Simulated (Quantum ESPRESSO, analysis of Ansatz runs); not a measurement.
# A hop of F in Li2SnF6 (P-31m), charge +1 (Quantum ESPRESSO), part 2 of 3

Wanted: path and barrier of a jump of F in Li2SnF6 (P-31m) at charge +1. The case: V_F hop (2.7 Å), in a cell of 72 host atoms with 1 F taken out.

Quantum ESPRESSO 7.5; Quantum ESPRESSO plane-wave DFT, PBEsol, GBRV 1.5 PBEsol potentials; nudged elastic band between two relaxed defect structures at fixed charge in a uniform background.

So far: The system as given; Relaxation of the start point, charge +1.

## (3) Relaxation of the end point, charge +1

Level of this step: Quantum ESPRESSO plane-wave DFT, PBEsol, GBRV 1.5 PBEsol potentials; relaxation of all atoms of a defect supercell at fixed charge in a uniform background (Quantum ESPRESSO).

The end point is relaxed in the same cell and settings, so that the two energies compare. Atoms more than 3.2 Å from the middle of the hop start where the first relaxation left them, the nearer ones on or close to their ideal places, with small random displacements.

Contents of pw.in:

```
&CONTROL
  calculation = 'relax'
  prefix = 'pwscf'
  outdir = './tmp'
  pseudo_dir = './pseudo'
  tprnfor = .true.
  disk_io = 'low'
  nstep = 70
  forc_conv_thr = 0.0012
  etot_conv_thr = 0.0001
/
&SYSTEM
  ibrav = 0
  nat = 71
  ntyp = 3
  ecutwfc = 40
  ecutrho = 324
  nbnd = 248
  occupations = 'fixed'
  tot_charge = 1
  nosym = .true.
/
&ELECTRONS
  conv_thr = 7d-08
  electron_maxstep = 100
  mixing_beta = 0.5
/
&IONS
  ion_dynamics = 'bfgs'
/
ATOMIC_SPECIES
Li     6.9400 li_pbesol_v1.4.uspp.F.UPF
Sn   118.7100 sn_pbesol_v1.4.uspp.F.UPF
F     18.9984 f_pbesol_v1.4.uspp.F.UPF
CELL_PARAMETERS angstrom
   9.8824569602    0.0000000007    0.0000000000
  -4.9412285801    8.5584588632    0.0000000000
   0.0000000000    0.0000000000    9.1124854425
ATOMIC_POSITIONS crystal
Li     0.3300315886    0.1623402121    0.2478419735
Li     0.1634012866    0.3336331388    0.2490109258
[... 8 atom lines left out ...]
Li     0.1670490270    0.3343200705    0.7494247341
[... 2 atom lines left out ...]
F      0.3356729337    0.3367102636    0.8735625617
[... 13 atom lines left out ...]
Li     0.3326633701    0.6671262171    0.7502566495
[... 4 atom lines left out ...]
F      0.1628933599    0.5002644147    0.8734706367
[... 18 atom lines left out ...]
F      0.4993650093    0.3368131794    0.6272047834
[... 3 atom lines left out ...]
Sn     0.4997799469    0.5002090928   -0.0010206804
[... 7 atom lines left out ...]
Li     0.6673660837    0.8331010321    0.7493881465
Sn     0.4988722956    0.4995825083    0.5002393778
F      0.6637993887    0.6638260712    0.6280095475
[... 2 atom lines left out ...]
F      0.6631495843    0.4998739692    0.8740450912
F      0.5000592470    0.8368519265    0.6259698652
F      0.3354685392    0.4998947580    0.6264234947
K_POINTS gamma
```

The run is started by

```bash
OMP_NUM_THREADS=1 mpirun -n 4 pw.x -in pw.in > pw.out
```

Log:

```text
[shortened: banners, details of potentials and solvers, and blank lines are left out]
[banner, memory and clock lines left out]
     gamma-point specific algorithms are used
     one sub-group per band group will be used
     bravais-lattice index     =            0
     lattice parameter (alat)  =      18.6751  a.u.
     unit-cell volume          =    5201.0850 (a.u.)^3
     number of atoms/cell      =           71
     number of atomic types    =            3
     number of electrons       =       488.00
     number of Kohn-Sham states=          248
     kinetic-energy cutoff     =      40.0000  Ry
     charge density cutoff     =     324.0000  Ry
     scf convergence threshold =      7.0E-08
     mixing beta               =       0.5000
     number of iterations used =            8  plain     mixing
     energy convergence thresh.=      1.0E-04
     force convergence thresh. =      1.2E-03
     Exchange-correlation= SLA  PW   PSX  PSC
     nstep                     =           70
     crystal axes: (cart. coord. in units of alat)
               a(1) = (   1.000000   0.000000   0.000000 )
               a(2) = (  -0.500000   0.866025   0.000000 )
               a(3) = (   0.000000   0.000000   0.922087 )
     PseudoPot. # 1 for Li read from file:
     li_pbesol_v1.4.uspp.F.UPF
     Pseudo is Ultrasoft, Zval =  3.0
     PseudoPot. # 2 for Sn read from file:
     sn_pbesol_v1.4.uspp.F.UPF
     Pseudo is Ultrasoft + core correction, Zval = 14.0
[...]
PseudoPot. # 3 for F  read from file:
     f_pbesol_v1.4.uspp.F.UPF
     Pseudo is Ultrasoft, Zval =  7.0
     atomic species   valence    mass     pseudopotential
     Li                3.00     6.94000     Li( 1.00)
     Sn               14.00   118.71000     Sn( 1.00)
     F                 7.00    18.99840     F ( 1.00)
     No symmetry found
     site n.     atom                  positions (alat units)
         1        Li     tau(   1) = (   0.2488615   0.1405907   0.2285319  )
         2        Li     tau(   2) = (  -0.0034153   0.2889348   0.2296097  )
         3        Sn     tau(   3) = (  -0.0016218  -0.0019497   0.0022301  )
         4        F      tau(   4) = (   0.0807591   0.1422930   0.1162562  )
         5        F      tau(   5) = (   0.1689847   0.2959477   0.3526623  )
         6        F      tau(   6) = (   0.3363688   0.0017551   0.1206931  )
         7        F      tau(   7) = (   0.1621914   0.0011902   0.3456871  )
         8        F      tau(   8) = (  -0.1675231   0.2917707   0.1172169  )
[...]
number of k points=     1
                       cart. coord. in units 2pi/alat
        k(    1) = (   0.0000000   0.0000000   0.0000000), wk =   2.0000000
     Dense  grid:   256154 G-vectors     FFT dimensions: ( 108, 108, 100)
     Smooth grid:    88889 G-vectors     FFT dimensions: (  75,  75,  72)
     starting charge     473.7867, renormalised to     488.0000
     Self-consistent Calculation
     iteration #  1     ecut=    40.00 Ry     beta= 0.50
     total energy              =   -3786.61535224 Ry
     estimated scf accuracy    <       5.86529529 Ry
     iteration #  2     ecut=    40.00 Ry     beta= 0.50
     total energy              =   -3788.27980869 Ry
     estimated scf accuracy    <       0.55485809 Ry
     iteration #  3     ecut=    40.00 Ry     beta= 0.50
     total energy              =   -3788.37013146 Ry
     estimated scf accuracy    <       0.05670031 Ry
[...]
[... 138 further cycles ...]
[...]
estimated scf accuracy    <       0.00000006 Ry
     iteration #  5     ecut=    40.00 Ry     beta= 0.50
     total energy              =   -3788.51160106 Ry
     estimated scf accuracy    <          8.0E-09 Ry
     iteration #  6     ecut=    40.00 Ry     beta= 0.50
     total energy              =   -3788.51160106 Ry
     estimated scf accuracy    <          1.1E-09 Ry
     iteration #  7     ecut=    40.00 Ry     beta= 0.50
     End of self-consistent calculation
          k = 0.0000 0.0000 0.0000 ( 11133 PWs)   bands (ev):
   -38.3193 -38.3075 -38.1520 -38.1431 -38.1359 -38.1281 -38.1205 -38.1136
   -38.1075 -38.1045 -38.0779 -38.0666 -38.0470 -38.0457 -37.9849 -37.9841
   -19.8208 -19.6745 -19.2701 -19.0122 -19.0075 -18.9932 -18.9769 -18.9665
   -18.9202 -18.9049 -18.9013 -18.8675 -18.8586 -18.8436 -18.8363 -18.8323
   -18.8290 -18.8175 -18.8083 -18.7563 -18.5778 -18.5514 -18.5486 -18.4724
   -18.3504 -18.3477 -18.2934 -18.2704 -18.2232 -18.1967 -18.1597 -18.1477
   -18.1310 -18.1069 -18.0638 -18.0489 -18.0436 -18.0186 -17.9690 -17.9639
   -17.9573 -17.9446 -17.9147 -17.8811 -17.8769 -17.8752 -17.8684 -17.1901
[...]
highest occupied, lowest unoccupied level (ev):     1.8549    6.3854
!    total energy              =   -3788.51160106 Ry
     estimated scf accuracy    <          2.0E-10 Ry
     The total energy is the sum of the following terms:
     one-electron contribution =   -1753.01499669 Ry
     hartree contribution      =    1147.32534000 Ry
     xc contribution           =    -829.36204076 Ry
     ewald contribution        =   -2353.45990362 Ry
     convergence has been achieved in   7 iterations
     Forces acting on atoms (cartesian axes, Ry/au):
     atom    1 type  1   force =    -0.00033465   -0.00080996   -0.00048275
     atom    2 type  1   force =     0.00022193    0.00020345   -0.00092754
     atom    3 type  2   force =     0.00004042   -0.00028370   -0.00019688
     atom    4 type  3   force =     0.00038079    0.00023989    0.00046656
     atom    5 type  3   force =     0.00015518    0.00017330    0.00027236
     atom    6 type  3   force =     0.00065432    0.00019686    0.00012225
     atom    7 type  3   force =     0.00021709    0.00022238   -0.00007870
     atom    8 type  3   force =    -0.00017291    0.00003923   -0.00015227
[...]
Total force =     0.005424     Total SCF correction =     0.000034
     Energy error            =      6.6E-05 Ry
     Gradient error          =      1.2E-03 Ry/Bohr
     number of scf cycles    =  20
     number of bfgs steps    =  19
     energy             old  =   -3788.5115351064 Ry
     energy             new  =   -3788.5116010634 Ry
     CASE: energy            _new < energy            _old
     new trust radius        =       0.0056788498 bohr
     new conv_thr            =       0.0000000007 Ry
ATOMIC_POSITIONS (crystal)
Li               0.3284282159        0.1559432376        0.2629604380
Li               0.1623667015        0.3319217904        0.2543198980
Sn               0.0002655055        0.0016028195        0.0003394540
F                0.1677024623        0.1660114166        0.1259349381
F                0.3375607498        0.3405079778        0.3728997055
F                0.3345414565       -0.0050700709        0.1277712725
F                0.1633802541       -0.0035991150        0.3742716375
F                0.0016636068        0.3379480276        0.1265607018
[...]
Self-consistent Calculation
     iteration #  1     ecut=    40.00 Ry     beta= 0.50
     total energy              =   -3788.51164556 Ry
     estimated scf accuracy    <       0.00002000 Ry
     iteration #  2     ecut=    40.00 Ry     beta= 0.50
     total energy              =   -3788.51164710 Ry
     estimated scf accuracy    <       0.00000251 Ry
     iteration #  3     ecut=    40.00 Ry     beta= 0.50
     total energy              =   -3788.51164744 Ry
     estimated scf accuracy    <       0.00000032 Ry
     iteration #  4     ecut=    40.00 Ry     beta= 0.50
     total energy              =   -3788.51164751 Ry
     estimated scf accuracy    <       0.00000004 Ry
     iteration #  5     ecut=    40.00 Ry     beta= 0.50
     total energy              =   -3788.51164752 Ry
     estimated scf accuracy    <          4.7E-09 Ry
     iteration #  6     ecut=    40.00 Ry     beta= 0.50
     End of self-consistent calculation
          k = 0.0000 0.0000 0.0000 ( 11133 PWs)   bands (ev):
   -38.3144 -38.3091 -38.1509 -38.1420 -38.1312 -38.1306 -38.1202 -38.1144
   -38.1107 -38.1045 -38.0716 -38.0629 -38.0497 -38.0476 -37.9886 -37.9877
   -19.8164 -19.6718 -19.2670 -19.0137 -19.0040 -18.9926 -18.9761 -18.9615
   -18.9228 -18.9067 -18.9056 -18.8679 -18.8601 -18.8420 -18.8336 -18.8332
   -18.8286 -18.8149 -18.8084 -18.7558 -18.5756 -18.5521 -18.5512 -18.4722
   -18.3512 -18.3472 -18.2924 -18.2720 -18.2220 -18.1971 -18.1581 -18.1454
   -18.1323 -18.1072 -18.0646 -18.0505 -18.0420 -18.0184 -17.9703 -17.9650
   -17.9591 -17.9465 -17.9140 -17.8814 -17.8779 -17.8750 -17.8693 -17.1839
[...]
highest occupied, lowest unoccupied level (ev):     1.8532    6.3916
!    total energy              =   -3788.51164752 Ry
     estimated scf accuracy    <          6.0E-10 Ry
     The total energy is the sum of the following terms:
     one-electron contribution =   -1752.83822916 Ry
     hartree contribution      =    1147.23530224 Ry
     xc contribution           =    -829.36014656 Ry
     ewald contribution        =   -2353.54857404 Ry
     convergence has been achieved in   6 iterations
     Forces acting on atoms (cartesian axes, Ry/au):
     atom    1 type  1   force =    -0.00024021   -0.00054657   -0.00056046
     atom    2 type  1   force =     0.00035078    0.00013184   -0.00089622
     atom    3 type  2   force =     0.00002486   -0.00019031   -0.00015483
     atom    4 type  3   force =    -0.00002246   -0.00025911    0.00006515
     atom    5 type  3   force =     0.00011577    0.00038315    0.00055738
     atom    6 type  3   force =     0.00051817   -0.00011325    0.00018875
     atom    7 type  3   force =    -0.00015974    0.00002480    0.00023681
     atom    8 type  3   force =    -0.00031527    0.00022024   -0.00023291
[...]
Total force =     0.004728     Total SCF correction =     0.000082
     Energy error            =      4.6E-05 Ry
     Gradient error          =      1.2E-03 Ry/Bohr
     bfgs converged in  21 scf cycles and  20 bfgs steps
     (criteria: energy <  1.0E-04 Ry, force <  1.2E-03 Ry/Bohr)
     End of BFGS Geometry Optimization
     Final energy             =   -3788.5116475181 Ry
Begin final coordinates
ATOMIC_POSITIONS (crystal)
Li               0.3284282159        0.1559432376        0.2629604380
Li               0.1623667015        0.3319217904        0.2543198980
Sn               0.0002655055        0.0016028195        0.0003394540
F                0.1677024623        0.1660114166        0.1259349381
F                0.3375607498        0.3405079778        0.3728997055
F                0.3345414565       -0.0050700709        0.1277712725
F                0.1633802541       -0.0035991150        0.3742716375
F                0.0016636068        0.3379480276        0.1265607018
[...]
End final coordinates
```

Run time: 12 min. Hardware: 4 MPI ranks of Arm Neoverse V1, shared host; peak memory 1.3 GiB.

Step by step:

| step | energy less that of the first step (eV) |
| --- | --- |
| 0 | 0.0000 |
| 1 | -0.6678 |
| 2 | -1.1704 |
| 3 | -1.4098 |
| 4 | -1.6012 |
| 5 | -1.6700 |
| 6 | -1.6971 |
| 7 | -1.7288 |
| 8 | -1.7584 |
| 9 | -1.7738 |
| 10 | -1.7882 |
| 11 | -1.8007 |
| 12 | -1.8092 |
| 13 | -1.8152 |
| 14 | -1.8196 |
| 15 | -1.8232 |
| 16 | -1.8259 |
| 17 | -1.8278 |
| 18 | -1.8292 |
| 19 | -1.8301 |
| 20 | -1.8307 |

The atoms that moved most (Å):

| atom | dx | dy | dz | length |
| --- | --- | --- | --- | --- |
| Sn56 | 0.145 | -0.259 | 0.204 | 0.360 |
| F43 | 0.164 | -0.225 | 0.126 | 0.305 |
| F60 | -0.267 | 0.025 | 0.126 | 0.296 |
| Li28 | -0.179 | 0.024 | -0.168 | 0.247 |
| Li64 | 0.058 | 0.174 | -0.154 | 0.240 |
| Li37 | 0.001 | -0.008 | 0.206 | 0.206 |
| F32 | 0.118 | -0.066 | -0.065 | 0.150 |
| Li1 | 0.016 | -0.055 | 0.138 | 0.149 |

Neighbours of F71 at the end:

| atom | distance (Å) |
| --- | --- |
| Li28 | 1.954 |
| Sn65 | 2.002 |
| Li11 | 2.012 |
| F14 | 2.698 |
| F66 | 2.709 |
| F33 | 2.754 |
| F70 | 2.790 |
| F52 | 2.801 |
| F62 | 2.861 |

This step gave:

| Quantity | Value |
| --- | --- |
| highest filled level | 1.853 eV |
| lowest empty level | 6.392 eV |
| r.m.s. move of the farther half of the atoms | 0.04557 Å |
| largest move from the ideal geometry of this structure, a common shift of the far atoms taken out | 0.3343 Å |

The relaxation gained 1.831 eV and ended with a largest force component of 0.030 eV/Å. The end lies within 1 meV of the start.

(Continued in part 3 of 3.)

[Long decimals in the printed logs are rounded to 6 places.]

[Repeated set-up lines and some long k-point lines are left out of the logs, and relaxed atomic positions are cut to six decimals.]

[Logs are printed without paths, hosts, clocks, repeated set-up lines and the standing remarks that a program may print on its own settings, such as how far it seeks lower states.]

[Hosts, paths, dates, database ids (printed as entryN), source tags and the programs' standing remarks are cut or masked in the printed files.]
